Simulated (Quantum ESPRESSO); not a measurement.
# ZnS (F-43m): modes at Γ and the response to a field, part 2 of 2

Which modes does ZnS (F-43m) have at the zone centre?

Quantum ESPRESSO 7.5; DFT LDA, scalar-relativistic, plane waves, JTH PAW pseudopotentials.

So far. Step 2 (A first look): A gap of 1.8 eV opens on this mesh, so the crystal is taken as an insulator; the start stands at -5.0 GPa. Step 4 (Self-consistent run for the response): The cell stands at -0.047 GPa, close enough for phonons. The relaxed cell has a = 5.294 Å (conventional setting).

The database entry behind the starting cell differs from later determinations by our own check (about 0.1 % short), so it need not match the best structure at ambient conditions.

### 5. Linear response at Γ

At q = 0 one unit cell holds all displacements; symmetry groups them into irreducible representations that are solved one by one. The response to a field gives ε∞ and the Born charges, which polar modes need.

ph.in reads:

```
phonons
 &inputph
    prefix='x',
    outdir='./tmp',
    fildyn='g.dyn',
    tr2_ph=1.0d-18,
    epsil=.true.,
 /
0.000000000000 0.000000000000 0.000000000000
```

Run with:

```console
$ OMP_NUM_THREADS=1 mpirun -n 4 ph.x -nk 4 -in ph.in > ph.out
```

Log:

```text
[banners, grids, parts of the stress and lines that vanish by symmetry left out]
[banner, memory and clock lines left out]
Program PHONON v.7.5

     ./tmp/x.save/

     file Zn.upf: wavefunction(s)  0S 0P 0P 3D 0D renormalized
     file S.upf: wavefunction(s)  3S 0S 3P 0P renormalized

     IMPORTANT: XC functional enforced from input :
     Exchange-correlation= PW
                           (   1   4   0   0   0   0   0)
     Any further DFT definition will be discarded
     Please, verify this is what you really want

     G-vector sticks info

     Check: negative core charge=   -0.000001

     negative rho (up, down):  5.314E-02 0.000E+00
     Reading collected, re-writing distributed wavefunctions in ./tmp/

     Number and degeneracy of irreps per q-point
       N         xq(1)         xq(2)         xq(3)   N irreps
       1   0.000000000   0.000000000   0.000000000       2
        3   3

     Calculation of q =    0.0000000   0.0000000   0.0000000

     phonons

     bravais-lattice index     =            2
     lattice parameter (alat)  =      10.0044  a.u.
     unit-cell volume          =     250.3332 (a.u.)^3
     number of atoms/cell      =            2
     number of atomic types    =            2
     kinetic-energy cut-off    =      60.0000  Ry
     charge density cut-off    =     480.0000  Ry
     convergence threshold     =      1.0E-18
     beta                      =       0.7000
     number of iterations used =            4
     Exchange-correlation= PW
                           (   1   4   0   0   0   0   0)

     celldm(1)=   10.00444  celldm(2)=    0.00000  celldm(3)=    0.00000
     celldm(4)=    0.00000  celldm(5)=    0.00000  celldm(6)=    0.00000

     crystal axes: (cart. coord. in units of alat)
               a(1) = ( -0.5000  0.0000  0.5000 )
               a(2) = (  0.0000  0.5000  0.5000 )
               a(3) = ( -0.5000  0.5000  0.0000 )

     reciprocal axes: (cart. coord. in units 2 pi/alat)
               b(1) = ( -1.0000 -1.0000  1.0000 )
               b(2) = (  1.0000  1.0000  1.0000 )
               b(3) = ( -1.0000  1.0000 -1.0000 )

     Atoms inside the unit cell:

     Cartesian axes

     site n.  atom      mass           positions (alat units)
        1  Zn     65.3800   tau(    1) = (   -0.25000    0.25000    0.25000  )
        2  S      32.0600   tau(    2) = (    0.00000    0.00000    0.00000  )

     Computing dynamical matrix for
                    q = (   0.0000000   0.0000000   0.0000000 )

     25 Sym.Ops. (with q -> -q+G )

     G cutoff = 1216.9343  (  44399 G-vectors)     FFT grid: ( 50, 50, 50)
     G cutoff =  608.4671  (  15665 G-vectors)  smooth grid: ( 36, 36, 36)
     number of k points=    29
                       cart. coord. in units 2pi/alat
        k(    1) = (   0.0000000   0.0000000   0.0000000), wk =   0.0039062
        k(    2) = (  -0.1250000   0.1250000  -0.1250000), wk =   0.0312500
        k(    3) = (  -0.2500000   0.2500000  -0.2500000), wk =   0.0312500
        [... further k-points left out ...]

     PseudoPot. # 1 for Zn read from file:
     ./pseudo/Zn.upf
     Pseudo is Projector augmented-wave + core cor, Zval = 12.0
     Shape of augmentation charge: SINC**2
     Using radial grid of 1049 points,  6 beta functions with:
                l(1) =   0
                l(2) =   0
                l(3) =   1
                l(4) =   1
                l(5) =   2
                l(6) =   2
     Q(r) pseudized with 0 coefficients

     PseudoPot. # 2 for S  read from file:
     ./pseudo/S.upf
     Pseudo is Projector augmented-wave + core cor, Zval =  6.0
     Shape of augmentation charge: SINC**2
     Using radial grid of  999 points,  4 beta functions with:
                l(1) =   0
                l(2) =   0
                l(3) =   1
                l(4) =   1
     Q(r) pseudized with 0 coefficients

     Mode symmetry, T_d (-43m)  point group:

     Electric field:
     Dielectric constant
     Born effective charges as d Force / d E

     Atomic displacements:
     There are    2 irreducible representations

     Representation     1      3 modes -  To be done

     Representation     2      3 modes -  To be done

     Alpha used in Ewald sum =   2.8000

     negative rho (up, down):  5.314E-02 0.000E+00

     Electric Fields Calculation

      iter #   1   av.it.:   8.0
      thresh= 1.000E-02 alpha_mix =  0.700 |ddv_scf|^2 =  5.221E-08

      iter #   2   av.it.:  14.4
      thresh= 2.285E-05 alpha_mix =  0.700 |ddv_scf|^2 =  6.078E-09

      iter #   3   av.it.:  14.4
      thresh= 7.796E-06 alpha_mix =  0.700 |ddv_scf|^2 =  3.962E-11

      iter #   4   av.it.:  14.7
      thresh= 6.295E-07 alpha_mix =  0.700 |ddv_scf|^2 =  5.357E-13

      iter #   5   av.it.:  14.7
      thresh= 7.319E-08 alpha_mix =  0.700 |ddv_scf|^2 =  2.546E-14

      iter #   6   av.it.:  14.3
      thresh= 1.596E-08 alpha_mix =  0.700 |ddv_scf|^2 =  2.718E-17

      iter #   7   av.it.:  15.6
      thresh= 5.213E-10 alpha_mix =  0.700 |ddv_scf|^2 =  1.462E-18

      iter #   8   av.it.:  15.9
      thresh= 1.209E-10 alpha_mix =  0.700 |ddv_scf|^2 =  3.734E-21

     End of electric fields calculation

          Dielectric constant in cartesian axis

          (       6.311542586       0.000000000       0.000000000 )
          (       0.000000000       6.311542586       0.000000000 )
          (       0.000000000       0.000000000       6.311542586 )

          Effective charges (d Force / dE) in cartesian axis without acoustic sum rule applied (asr)

           atom    1  Zn    Mean Z*:        1.90635
      Ex  (        1.90635        0.00000        0.00000 )
      Ey  (        0.00000        1.90635       -0.00000 )
      Ez  (        0.00000       -0.00000        1.90635 )
           atom    2  S     Mean Z*:       -1.92915
      Ex  (       -1.92915        0.00000        0.00000 )
      Ey  (        0.00000       -1.92915       -0.00000 )
      Ez  (        0.00000       -0.00000       -1.92915 )

          Effective charges Sum: Mean:       -0.02280
             -0.02280        0.00000        0.00000
              0.00000       -0.02280       -0.00000
              0.00000       -0.00000       -0.02280

          Effective charges (d Force / dE) in cartesian axis with asr applied:
           atom    1  Zn    Mean Z*:        1.91775
      E*x (        1.91775       -0.00000       -0.00000 )
      E*y (       -0.00000        1.91775        0.00000 )
      E*z (       -0.00000        0.00000        1.91775 )
           atom    2  S     Mean Z*:       -1.91775
      E*x (       -1.91775        0.00000        0.00000 )
      E*y (        0.00000       -1.91775       -0.00000 )
      E*z (        0.00000       -0.00000       -1.91775 )

     Representation #   1 modes #   1   2   3

     Self-consistent Calculation

      iter #   1   av.it.:   7.9
      thresh= 1.000E-02 alpha_mix =  0.700 |ddv_scf|^2 =  7.683E-08

      iter #   2   av.it.:  14.5
      thresh= 2.772E-05 alpha_mix =  0.700 |ddv_scf|^2 =  7.772E-09

      iter #   3   av.it.:  14.3
      thresh= 8.816E-06 alpha_mix =  0.700 |ddv_scf|^2 =  1.145E-10

      iter #   4   av.it.:  14.4
      thresh= 1.070E-06 alpha_mix =  0.700 |ddv_scf|^2 =  3.578E-13

      iter #   5   av.it.:  14.6
      thresh= 5.981E-08 alpha_mix =  0.700 |ddv_scf|^2 =  1.122E-14

      iter #   6   av.it.:  14.6
      thresh= 1.059E-08 alpha_mix =  0.700 |ddv_scf|^2 =  8.048E-17

[...]
End of self-consistent calculation

     Convergence has been achieved

     Representation #   2 modes #   4   5   6

     Self-consistent Calculation

[...]
iter #   2   av.it.:  14.9
      thresh= 1.022E-04 alpha_mix =  0.700 |ddv_scf|^2 =  1.212E-08

      iter #   3   av.it.:  14.9
      thresh= 1.101E-05 alpha_mix =  0.700 |ddv_scf|^2 =  7.644E-10

      iter #   4   av.it.:  14.8
      thresh= 2.765E-06 alpha_mix =  0.700 |ddv_scf|^2 =  4.130E-11

      iter #   5   av.it.:  15.0
      thresh= 6.426E-07 alpha_mix =  0.700 |ddv_scf|^2 =  1.614E-13

      iter #   6   av.it.:  15.7
      thresh= 4.018E-08 alpha_mix =  0.700 |ddv_scf|^2 =  1.289E-15

      iter #   7   av.it.:  14.9
      thresh= 3.590E-09 alpha_mix =  0.700 |ddv_scf|^2 =  6.325E-17

      iter #   8   av.it.:  15.1
      thresh= 7.953E-10 alpha_mix =  0.700 |ddv_scf|^2 =  4.803E-19

     End of self-consistent calculation

     Convergence has been achieved

     Number of q in the star =    1
     List of q in the star:
          1   0.000000000   0.000000000   0.000000000

          Dielectric constant in cartesian axis

          (       6.311542586       0.000000000       0.000000000 )
          (       0.000000000       6.311542586       0.000000000 )
          (       0.000000000       0.000000000       6.311542586 )

          Effective charges (d Force / dE) in cartesian axis without acoustic sum rule applied (asr)

           atom    1  Zn    Mean Z*:        1.90635
      Ex  (        1.90635        0.00000        0.00000 )
      Ey  (        0.00000        1.90635       -0.00000 )
      Ez  (        0.00000       -0.00000        1.90635 )
           atom    2  S     Mean Z*:       -1.92915
      Ex  (       -1.92915        0.00000        0.00000 )
      Ey  (        0.00000       -1.92915       -0.00000 )
      Ez  (        0.00000       -0.00000       -1.92915 )

          Effective charges Sum: Mean:       -0.02280
             -0.02280        0.00000        0.00000
              0.00000       -0.02280       -0.00000
              0.00000       -0.00000       -0.02280

          Effective charges (d Force / dE) in cartesian axis with asr applied:
           atom    1  Zn    Mean Z*:        1.91775
      E*x (        1.91775       -0.00000       -0.00000 )
      E*y (       -0.00000        1.91775        0.00000 )
      E*z (       -0.00000        0.00000        1.91775 )
           atom    2  S     Mean Z*:       -1.91775
      E*x (       -1.91775        0.00000        0.00000 )
      E*y (        0.00000       -1.91775       -0.00000 )
      E*z (        0.00000       -0.00000       -1.91775 )

     Diagonalizing the dynamical matrix

     q = (    0.000000000   0.000000000   0.000000000 )

 **************************************************************************
     freq (    1) =       0.166777 [THz] =       5.563085 [cm-1]
     freq (    2) =       0.166777 [THz] =       5.563085 [cm-1]
     freq (    3) =       0.166777 [THz] =       5.563085 [cm-1]
     freq (    4) =       8.731772 [THz] =     291.260567 [cm-1]
     freq (    5) =       8.731772 [THz] =     291.260567 [cm-1]
     freq (    6) =       8.731772 [THz] =     291.260567 [cm-1]
 **************************************************************************

     Mode symmetry, T_d (-43m)  point group:

     freq (   1-   3) =          5.6  [cm-1]   --> T_2  G_15 P_4   I+R
     freq (   4-   6) =        291.3  [cm-1]   --> T_2  G_15 P_4   I+R
```

It took 75 s on 4 MPI ranks of Intel Xeon Platinum 8375C at 2.90GHz (Ice Lake), shared host.

Read from the output:

- miss of the charge sum rule: 0.02280 e
- largest acoustic frequency at the zone centre before the sum rule: 5.56 cm⁻¹
- highest optical zone-centre mode (no LO-TO term): 291.3 cm⁻¹
- lowest optical zone-centre mode: 291.3 cm⁻¹
- mean high-frequency dielectric constant: 6.311
- largest Born charge in size (third of the trace): 1.929 e

Born charge (rows field, columns displacement), before the sum rule (e), principal values of the symmetric part by kind of site:

```tsv
atom	atoms with these values	low	middle	high	mean
Zn1	1	1.91	1.91	1.91	1.91
S2	1	-1.93	-1.93	-1.93	-1.93
```

In full for Zn1:

```
1.91 0.00 0.00
0.00 1.91 0.00
0.00 0.00 1.91
```

High-frequency dielectric tensor:

```
6.31 0.00 0.00
0.00 6.31 0.00
0.00 0.00 6.31
```

The acoustic modes at Γ come out as far as 5.6 cm⁻¹ from zero, where they should vanish, a small numerical error; the Born charges miss their sum rule by 0.023 e, which is fair.

### 6. Modes with the sum rule

A rigid shift of the crystal must cost nothing, but grids and finite bases break this; the acoustic sum rule is imposed before the matrix is diagonalised again. With Born charges the intensities follow, and the static dielectric tensor.

dynmat.in reads:

```
 &input
    fildyn='g.dyn',
    asr='simple',
    fileig='dynmat.eig',
    lperm=.true.,
 /
```

Run with:

```console
$ dynmat.x -in dynmat.in > dynmat.out
```

Log:

```text
[banner, memory and clock lines left out]
Program DYNMAT v.7.5

     Reading Dynamical Matrix from file g.dyn
     ...Force constants read
     ...epsilon and Z* read
     A direction for q was not specified:TO-LO splitting will be absent

     Polarizability (A^3 units)
     multiply by 0.360944 for Clausius-Mossotti correction
        15.679516    0.000000    0.000000
         0.000000   15.679516    0.000000
         0.000000    0.000000   15.679516

     IR activities are in (D/A)^2/amu units

# mode   [cm-1]    [THz]      IR
    1     -0.00   -0.0000    0.0000
    2     -0.00   -0.0000    0.0000
    3     -0.00   -0.0000    0.0000
    4    291.23    8.7310    3.9444
    5    291.23    8.7310    3.9444
    6    291.23    8.7310    3.9444

Electronic dielectric permittivity tensor (relative, adimensional)
         6.311543    0.000000    0.000000
         0.000000    6.311543    0.000000
         0.000000    0.000000    6.311543

 ... with zone-center polar mode contributions
         8.985354    0.000000    0.000000
         0.000000    8.985354    0.000000
         0.000000    0.000000    8.985354
```

Run time: 0.58 s. Hardware: 1 thread.

This step gave:

| Item | Value |
| --- | --- |
| highest optical zone-centre mode (no LO-TO term) | 291.2 cm⁻¹ |
| lowest optical zone-centre mode | 291.2 cm⁻¹ |
| mean static dielectric constant | 8.985 |

Unit eigenvectors of the mass-weighted matrix after the sum rule; no LO-TO term. The modes at Γ (shares of kinetic energy by element, %):

```tsv
mode	frequency (cm⁻¹)	symmetry	Zn %	S %
1	0.0	acoustic	67	33
2	0.0	acoustic	67	33
3	0.0	acoustic	67	33
4	291.2	T2	33	67
5	291.2	T2	33	67
6	291.2	T2	33	67
```

Displacements in mode 5 (291.2 cm⁻¹), the largest set to 1:
```
Zn1  0.00  0.00 -0.49
S2   0.00  0.00  1.00
```

Degenerate modes summed, no LO-TO term. Lines of the infrared spectrum (strongest = 100):

```tsv
position (cm⁻¹)	lines merged	label	IR intensity, relative
291	3	T2	100
```

Static dielectric tensor (ions relaxed, fixed cell):

```
8.99 0.00 0.00
0.00 8.99 0.00
0.00 0.00 8.99
```

The rule moves no optical mode by more than 0.1 cm⁻¹.

### 7. The LO-TO splitting (1 0 0)

A longitudinal polar mode sets up a macroscopic field that stiffens it; the term hangs on the direction from which q goes to zero.

dynmat.in reads:

```
 &input
    fildyn='g.dyn',
    asr='simple',
    fileig='dynmat.eig',
    q(1)=1.0,
    q(2)=0.0,
    q(3)=0.0,
 /
```

Run with:

```console
$ dynmat.x -in dynmat.in > dynmat.out
```

Log:

```text
[banner, memory and clock lines left out]
Program DYNMAT v.7.5

     Reading Dynamical Matrix from file g.dyn
     ...Force constants read
     ...epsilon and Z* read

     Polarizability (A^3 units)
     multiply by 0.360944 for Clausius-Mossotti correction
        15.679516    0.000000    0.000000
         0.000000   15.679516    0.000000
         0.000000    0.000000   15.679516

     IR activities are in (D/A)^2/amu units

# mode   [cm-1]    [THz]      IR
    1     -0.00   -0.0000    0.0000
    2     -0.00   -0.0000    0.0000
    3      0.00    0.0000    0.0000
    4    291.23    8.7310    3.9444
    5    291.23    8.7310    3.9444
    6    347.49   10.4175    3.9444
```

Wall time 0.58 s (1 thread).

This step gave:

| Item | Value |
| --- | --- |
| highest mode moved by the LO-TO term | 347.5 cm⁻¹ |

Zone-centre frequencies as printed; negative means imaginary. Modes:

```tsv
mode	frequency (cm⁻¹)
1	0
2	0
3	0
4	291.2
5	291.2
6	347.5
```

The field moves one mode, from 291 to 348 cm⁻¹; the others stay.

### 8. What came out

```json
{
 "space group after relaxation": "F-43m",
 "volume per atom": "18.5 Å³",
 "gap on the k-mesh": "2.12 eV",
 "highest optical zone-centre mode (no LO-TO term)": "291.2 cm⁻¹",
 "highest mode moved by the LO-TO term": "347.5 cm⁻¹",
 "mean high-frequency dielectric constant": "6.31",
 "largest Born charge in size (third of the trace)": "1.93 e",
 "mean static dielectric constant": "8.99",
 "imaginary optical modes at the zone centre (no q mesh in this session)": "none"
}
```

**Reading.** At the LDA level the optical modes of ZnS (F-43m) at the zone centre (no LO-TO term) lie at 291 cm⁻¹. Along the directions run, the highest mode that the macroscopic field moves lies at 347 cm⁻¹. Lattice motion raises the mean dielectric constant from 6.311 to 8.985. The Born charge of Zn is 1.906 e against a formal charge of +2, close to the ionic value. The Lyddane-Sachs-Teller relation holds: (ωLO/ωTO)² is 1.42 and ε₀/ε∞ is 1.42. These are harmonic frequencies at zero temperature: anharmonic shifts and linewidths and thermal expansion are left out.

[Host names and launcher messages were left out of these logs when they were recorded.]

[Logs are printed without paths, hosts, clocks, repeated set-up lines and the standing remarks that a program may print on its own settings, such as how far it seeks lower states.]

[Hosts, paths, dates, database ids (printed as entryN), source tags and the programs' standing remarks are cut or masked in the printed files.]
